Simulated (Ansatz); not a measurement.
# Zr2CO2 MXene monolayer in a perpendicular field

Aim: how the Zr2CO2 MXene monolayer screens a field along its normal, and what the field does to its bands. A positive field points along +c.

Main program and level: Ansatz 0.2.0; plane-wave DFT, PBE-D3(BJ), Ansatz PAW (set soft_1); PAW set soft_1.

This is a report of a sequence of runs, with most program output left out.

## Step 1: The starting structure

The cell holds 5 atoms: 2 O, 2 Zr and 1 C. Cell: a = 3.289 Å, b = 3.289 Å, c = 40.953 Å, α = 90.0°, β = 90.0°, γ = 120.0°. Vacuum lies along c.

Structure file:

```cif
data_structure
_symmetry_space_group_name_H-M 'P 1'
_symmetry_Int_Tables_number 1
_cell_length_a 3.2890
_cell_length_b 3.2890
_cell_length_c 40.9529
_cell_angle_alpha 90.000
_cell_angle_beta 90.000
_cell_angle_gamma 120.000
_cell_volume 383.66
loop_
_atom_site_label
_atom_site_type_symbol
_atom_site_fract_x
_atom_site_fract_y
_atom_site_fract_z
_atom_site_occupancy
O1 O 0.33333 0.66667 0.43953 1
Zr2 Zr 0.66667 0.33333 0.46831 1
C3 C 0.00000 0.00000 0.50000 1
Zr4 Zr 0.33333 0.66667 0.53169 1
O5 O 0.66667 0.33333 0.56047 1
```

## Step 2: Relaxing the slab

The starting cell is a guess, so the in-plane lattice and the atoms are relaxed first, with the slab cut off from its images along the normal.

File input.yaml:

```yaml
crystal:
  lattice:
    - [3.289, 0.0, 0.0]
    - [-1.6445, 2.848357553, 0.0]
    - [0.0, 0.0, 40.9529467957]
  atoms:
    - { symbol: O, position: [0.3333333333, 0.6666666667, 0.4395288107] }
    - { symbol: Zr, position: [0.6666666667, 0.3333333333, 0.4683111504] }
    - { symbol: C, position: [0.0, 0.0, 0.5] }
    - { symbol: Zr, position: [0.3333333333, 0.6666666667, 0.5316888496] }
    - { symbol: O, position: [0.6666666667, 0.3333333333, 0.5604711893] }
  periodic: [true, true, false]
kpoints:
  mp_grid: { grid: [12, 12, 1] }
hamiltonian:
  xc: pbe
  dispersion: d3bj
  pseudopotentials: { kind: paw, azcp: { folder: soft_1 } }
scf:
  occupations: { method: fermi_dirac, width: 0.05 }
  convergence: { dr2_threshold: 1.0e-09 }
relax:
  f_tol: 0.004
  max_steps: 90
  cell: {}
output:
  write_potential: true
  write_density: true
  volumetric_format: npy
```

Launch:

```sh
ansatz run input.yaml --threads 2 --pin off --max-ram 3072MiB --backend cpu --events-out ev --progress --plain --runs-dir out
```

Wall time 45 s (2 threads of Arm Neoverse V1, shared host); peak memory 0.65 GiB.

Relaxation path:

```
step  energy less that of the first step (eV)  largest force component (eV/Å)  volume (Å³)
   1                                   0.0000                          4.9114       383.66
   2                                  -0.7630                          2.2699       383.84
   3                                  -0.8802                          0.3866       397.78
   4                                  -0.9692                          0.1154       383.29
   5                                  -0.9699                          0.0027       384.01
   6                                  -0.9699                          0.0007       384.18
  7*                                  -0.9700                          0.0006       384.18
```

Relaxation steps marked * repeat the geometry before them on a plane-wave basis chosen anew for their cell, so energy and pressure can jump there.

Forces are held to the 12 operations that the run works with; a distortion that breaks them can't arise in this run.

```
cell as run  before  after  change
      a (Å)   3.289  3.291  +0.1 %
      b (Å)   3.289  3.291  +0.1 %
```

The atoms that moved most (Å, along periodic axes as changes of fractional coordinates times the final cell, across vacuum about the mean position):

```
atom     dx     dy      dz  length
  O1  0.000  0.000   0.158   0.158
  O5  0.000  0.000  -0.158   0.158
 Zr4  0.000  0.000   0.097   0.097
 Zr2  0.000  0.000  -0.097   0.097
```

Final coordinates:

```xyz
5
Lattice="3.2912 0.0000 0.0000 -1.6456 2.8503 0.0000 0.0000 0.0000 40.9529" Properties=species:S:1:pos:R:3
O     0.0000    1.9002   18.1576
Zr    1.6456    0.9501   19.0819
C     0.0000    0.0000   20.4765
Zr    0.0000    1.9002   21.8711
O     1.6456    0.9501   22.7953
```

The lattice constant a goes from 3.289 to 3.291 Å.

## Step 3: Atoms held, field 0

A sawtooth potential applies the field, turning back in the middle of the vacuum. With the dipole correction the typed value is the field outside the slab. The induced dipole is small, so the SCF threshold is tight.

The cell differs from the one that the last finished run ended in (c 40.953 → 22.638 Å).

File input.yaml:

```yaml
crystal:
  lattice:
    - [3.2912254217, 0.0, 0.0]
    - [-1.6456127109, 2.8502848248, 0.0]
    - [0.0, 0.0, 22.6377033633]
  atoms:
    - { symbol: O, position: [0.3333333333, 0.6666666667, 0.3975668316] }
    - { symbol: Zr, position: [0.6666666667, 0.3333333333, 0.4383944319] }
    - { symbol: C, position: [0.0, 0.0, 0.5] }
    - { symbol: Zr, position: [0.3333333333, 0.6666666667, 0.5616055681] }
    - { symbol: O, position: [0.6666666667, 0.3333333333, 0.6024331684] }
kpoints:
  mp_grid: { grid: [18, 18, 1] }
  band_path:
    path: [[0, 0, 0], [0.5, 0, 0], [0.33333333, 0.33333333, 0], [0, 0, 0]]
    npoints: 16
hamiltonian:
  xc: pbe
  dispersion: d3bj
  pseudopotentials: { kind: paw, azcp: { folder: soft_1 } }
scf:
  occupations: { method: fermi_dirac, width: 0.02585 }
  convergence: { dr2_threshold: 1.0e-10 }
efield:
  axis: 3
  dipole_correction: true
  ramp_position: 0.97
  ramp_width: 0.06
  amplitude: 0
output:
  dos: { projected: true, e_range: [-6, 5] }
  write_potential: true
  write_density: true
  volumetric_format: npy
  elf: true
```

The job ended after 20 s (2 threads; peak memory 0.53 GiB).

This step gave:

```
gap on the k-mesh                  : 0.9505 eV
dipole along the normal            : 3.50e-7 e·Å
gap along the path                 : 0.9505 eV
smallest direct gap along the path : 1.866 eV
ionisation energy, upper face      : 5.373 eV
electron affinity, upper face      : 4.422 eV
gap, the smaller of path and mesh  : 0.9505 eV
```

Running mean over a fixed 2.7 Å (it still follows the layers) of the planar mean; the ramp of the sawtooth is left out. The electron's electrostatic potential energy less the Fermi level by z:

z (Å), electron's electrostatic potential energy less the Fermi level (eV) and a bar from the least value:
```
      3.0        4.9 ##############################
      3.5        4.9 ##############################
      4.0        4.9 ##############################
      4.5        4.9 ##############################
      5.0        4.9 ##############################
      5.5        4.9 ##############################
      6.0        4.9 ##############################
      6.5        4.9 ##############################
      7.0        4.6 #############################
      7.5        3.4 ###########################
      8.0        0.6 ######################
      8.5       -3.2 ##############
      9.0       -7.0 #######
      9.5       -9.4 ###
     10.0      -10.7 
     10.5      -10.5 #
     11.0       -9.6 ##
     11.5       -9.5 ##
     12.0      -10.2 #
     12.5      -10.8 
     13.0       -9.9 ##
     13.5       -7.8 ######
     14.0       -4.3 ############
     14.5       -0.4 ####################
     15.0        2.8 ##########################
     15.5        4.4 #############################
     16.0        4.8 ##############################
     16.5        4.9 ##############################
     17.0        4.9 ##############################
     17.5        4.9 ##############################
     18.0        4.9 ##############################
     18.5        4.9 ##############################
     19.0        4.9 ##############################
     19.5        4.9 ##############################
```

The density of states has structure finer than the step of the table below, so its rows give means over 0.25 eV, whole bins alone (the curve runs from -6 to 2.46 eV). Peaks (eV: height): -5.170: 10.5, -5.090: 7.98, -4.810: 13.0, -4.680: 10.5, -4.590: 9.44, -4.210: 14.6, -4.020: 9.35.

The density of states by energy, zero at the Fermi level of the run, which the smearing sets inside the gap; means over each step:

```
energy (eV)  density of states (states/eV a cell)
      -5.75                                  2.86
      -5.50                                  4.12
      -5.25                                  8.51
      -5.00                                  4.45
      -4.75                                  7.88
      -4.50                                  7.16
      -4.25                                  6.37
      -4.00                                  4.78
      -3.75                                     0
      -3.50                                     0
      -3.25                                  1.08
      -3.00                                  2.52
      -2.75                                  3.20
      -2.50                                  1.88
      -2.25                                  2.15
      -2.00                                  3.38
      -1.75                                  4.11
      -1.50                                  3.54
      -1.25                                  1.10
      -1.00                                 0.461
      -0.75                                 0.341
      -0.50                                 0.124
      -0.25                                     0
       0.00                                     0
       0.25                                     0
       0.50                                 0.521
       0.75                                  1.47
       1.00                                  2.09
       1.25                                  2.34
       1.50                                  1.58
       1.75                                 0.709
       2.00                                 0.766
       2.25                                  1.06
```

Projected DOS per atom over height of the atomic layer and energy from the Fermi level. Layers: O Zr C Zr O from below.

Ten even steps from '0' (0.00 states/eV) to '9' (2.83 states/eV), each cell a mean:
```
01010
00000
02020
03030
01010
00000
00000
00000
00000
00100
11611
11611
01310
11411
01310
00000
40004
82128
93139
72027
63136
21012
```
Columns: height of the atomic layer (Å) from 9 to 13.6 (not evenly spaced); rows upwards: energy from the Fermi level (eV) from -5.96 to 2.41.

Electronic bands along the path, in eV, zero at the Fermi level of the run, which the smearing sets inside the gap:

```
  point  band 17  band 18  band 19  band 20  band 21  band 22  band 23  band 24
      Γ    -4.63    -1.65    -0.46    -0.46     1.40     1.40     1.83     2.82
halfway    -4.19    -2.72    -1.53    -1.45     0.84     2.65     2.75     3.45
      M    -3.91    -3.29    -1.80    -1.47     0.49     2.72     3.55     3.89
halfway    -3.95    -3.14    -2.32    -2.02     1.24     2.77     2.96     3.58
      K    -4.10    -2.74    -2.72    -2.72     1.71     2.64     2.64     3.46
halfway    -4.25    -2.70    -2.08    -1.59     1.22     2.35     3.16     3.20
      Γ    -4.63    -1.65    -0.46    -0.46     1.40     1.40     1.83     2.82
```

Electrostatic potential energy in the ca plane at fractional y = 0.333, with atoms of Zr and O within 0.2 Å of it. With pseudopotentials it is smooth inside the atoms' cores, unlike the true potential.

Ten even steps from '0' (-46 eV) to '9' (6 eV), each cell a mean:
```
99999999999999999999875235789888888999999999
99999999999999999999850001689998732699999999
99999999999999999999730000489998500389999999
99999999999999999999740000589998611499999999
99999999999999999999862013789988865899999999
99999999999999999999987567899877788999999999
99999999999999999999998888988865678999999999
99999999999999999999998889988765578999999999
99999999999999999999988778898876788999999999
```
Columns run along c (16.0 Å, from fractional 0.06 to 0.77 of the cell; values clipped at the 3rd and 97th percentile), rows up along a (3.3 Å). Atoms in or near the plane, at fractional coordinates: Zr at (0.44, 0.67), O at (0.60, 0.67).

Valence density in the ca plane at fractional y = 0.333, with atoms of Zr and O within 0.2 Å of it. It is the smooth field of the valence electrons, not physical close to the nuclei.

Ten steps, logarithmic in the rise over the least value, from '0' (0.0 e/Å³) to '9' (6.9 e/Å³), each cell a mean:
```
00000000000000000001235665333223455421000000
00000000000000000000247887422223588641000000
00000000000000000000258888522224799852000000
00000000000000000000258887522224699741000000
00000000000000000001246776432223566531000000
00000000000000000001234444333333443310000000
00000000000000000012343333344444432100000000
00000000000000000012343323344445431100000000
00000000000000000001333333343334432210000000
```
Columns run along c (16.0 Å, from fractional 0.06 to 0.77 of the cell), rows up along a (3.3 Å). Atoms in or near the plane, at fractional coordinates: Zr at (0.44, 0.67), O at (0.60, 0.67).

ELF in the ca plane at fractional y = 0.333, with atoms of Zr and O within 0.2 Å of it. It is the smooth field of the valence electrons, not physical close to the nuclei.

Ten even steps from '0' (0.00) to '9' (0.81), each cell a mean:
```
00000000000000000011114664245211378863100000
00000000000000000000049888312114899985200000
00000000000000000000179458411126966996310000
00000000000000000000169678411115988996210000
00000000000000000001127886234212699974200000
00000000000000000023332332466311246642000000
00000000000000000135764113787333311110000000
00000000000000000136775224897434310000000000
00000000000000000124542112587322113321000000
```
Columns run along c (16.0 Å, from fractional 0.06 to 0.77 of the cell), rows up along a (3.3 Å). Atoms in or near the plane, at fractional coordinates: Zr at (0.44, 0.67), O at (0.60, 0.67).

The gap is 0.95 eV, with the valence edge 5.37 eV and the conduction edge 4.42 eV under the upper vacuum level.

## Step 4: Single point, field 0.1 V/Å

input.yaml: that of step 3 with these lines changed.

```diff
@@ -26,7 +26,6 @@
   dipole_correction: true
-  ramp_position: 0.97
-  ramp_width: 0.06
-  amplitude: 0
+  ramp_position: 0.9349
+  ramp_width: 0.1302
+  amplitude: 0.1
 output:
-  dos: { projected: true, e_range: [-6, 5] }
   write_potential: true
@@ -34,2 +33 @@
   volumetric_format: npy
-  elf: true
```

It took 22 s on 2 threads; peak memory 0.51 GiB.

The dipole is 0.0289 e·Å, and the gap 0.950 eV.

## Step 5: Atoms held, field -0.1 V/Å

input.yaml: that of step 4 with these lines changed.

```diff
@@ -28,3 +28,3 @@
   ramp_width: 0.1302
-  amplitude: 0.1
+  amplitude: -0.1
 output:
```

Run time: 21 s. Hardware: 2 threads; peak memory 0.51 GiB; 42 s of CPU time.

The dipole is -0.0289 e·Å, and the gap 0.950 eV.

## Step 6: Response, atoms held

This step: plane-wave DFT, PBE-D3(BJ), Ansatz PAW (set soft_1); response to a field along the normal, atoms held; PAW set soft_1 (Ansatz 0.2.0).

The dipoles give the slope, and the difference of two potentials shows where the field is screened.

This step gave:

```yaml
equivalent_conductor_thickness_p_eps_0ae: 5.575 Å
distance_between_the_outer_atoms: 4.638 Å
```

Dipole of the cell against applied field:

```
applied field (V/Å)  dipole of the cell (e·Å)
            -0.1000                   -0.0289
             0.0000                    3.5e-7
             0.1000                    0.0289
```

Local field over the applied field, running mean. From the potentials at -0.1 and 0.1 V/Å; running mean over 2.5 Å. Table of local field over applied field by z:

```
z (Å)  local field over applied field
 4.10                           1.000
 4.53                           1.000
 4.95                           0.999
 5.23                           0.998
 5.66                           0.996
 6.08                           0.988
 6.51                           0.968
 6.79                           0.942
 7.22                           0.870
 7.64                           0.760
 8.06                           0.628
 8.35                           0.532
 8.77                           0.391
 9.20                           0.267
 9.62                           0.169
 9.90                           0.125
10.33                          0.0814
10.75                          0.0617
11.18                          0.0585
11.46                          0.0585
11.88                          0.0617
12.31                          0.0814
12.73                           0.125
13.02                           0.169
13.44                           0.267
13.87                           0.391
14.29                           0.532
14.57                           0.628
15.00                           0.760
15.42                           0.870
15.85                           0.942
16.13                           0.968
16.55                           0.988
16.98                           0.996
17.40                           0.998
17.69                           0.999
18.11                           1.000
18.53                           1.000
```

Electrons, planar mean, per unit field. Induced electron density against z:

```
z (Å)  induced electron density (e/Å³ per V/Å)
  4.5                                   9.0e-7
  5.0                                   3.2e-6
  5.5                                   1.1e-5
  6.0                                   4.0e-5
  6.5                                   1.3e-4
  7.0                                   4.3e-4
  7.5                                  0.00120
  8.0                                  0.00277
  8.5                                  0.00319
  9.0                                  0.00163
  9.5                                   5.7e-4
 10.0                                  -4.9e-5
 10.5                                   6.8e-4
 11.0                                   1.9e-4
 11.5                                  -3.6e-5
 12.0                                  -7.1e-4
 12.5                                  -1.4e-4
 13.0                                  -7.1e-5
 13.5                                 -0.00181
 14.0                                 -0.00245
 14.5                                 -0.00320
 15.0                                 -0.00156
 15.5                                  -5.7e-4
 16.0                                  -1.9e-4
 16.5                                  -5.7e-5
 17.0                                  -1.6e-5
 17.5                                  -4.5e-6
 18.0                                  -1.2e-6
 18.5                                  -3.4e-7
```

The smaller of the gaps on the path and on the k-mesh, counted as 0 under 0.03 eV. The gap stays at 0.950 eV for applied field from -0.1 to 0.1 V/Å.

By hand: between -0.1 and 0.1 V/Å the dipole changes by 0.05780 e·Å, a slope of 0.2890 e·Å²/V. A perfect conductor of thickness t has p = ε₀AEt, so t = 180.95 × 0.2890 / 9.381 = 5.58 Å (e/ε₀ = 180.95 V·Å, A in Å²).

The induced dipole is that of a conductor 5.58 Å thick.

## Step 7: Results

* gap without field: 0.950 eV
* ionisation energy, upper face: 5.37 eV
* electron affinity, upper face: 4.42 eV
* equivalent conductor thickness, atoms held: 5.58 Å

The induced dipole equals that of a perfect conductor 5.58 Å thick, while the outer atoms lie 4.64 Å apart; an out-of-plane ε follows only once a thickness t is chosen, by 1 − 1/ε = 5.58 Å / t. The gap stays within 0.01 eV of 0.95 eV over the fields run, up to 0.1 V/Å in size. Semilocal functionals give gaps that are too small, and excitons are not included. Spin-orbit coupling is left out. The MXene's terminations sit over the metal atoms of its far layer; the site over carbon or nitrogen, which some compounds prefer, was not run.

[Logs are printed without paths, hosts, clocks, repeated set-up lines and the standing remarks that a program may print on its own settings, such as how far it seeks lower states.]

[Hosts, paths, dates, database ids (printed as entryN), source tags and the programs' standing remarks are cut or masked in the printed files.]

[Maps of the electrostatic potential energy from Ansatz leave out the sawtooth potential of an applied field or a dipole correction, so their vacuum need not be flat; planar profiles and work functions include it.]

[The density of states shown here was stored with 400 of the rows of the run's finer table, so its peaks can read low, often by over a quarter, or be missed, and its means over a window can be off by a tenth or more.]
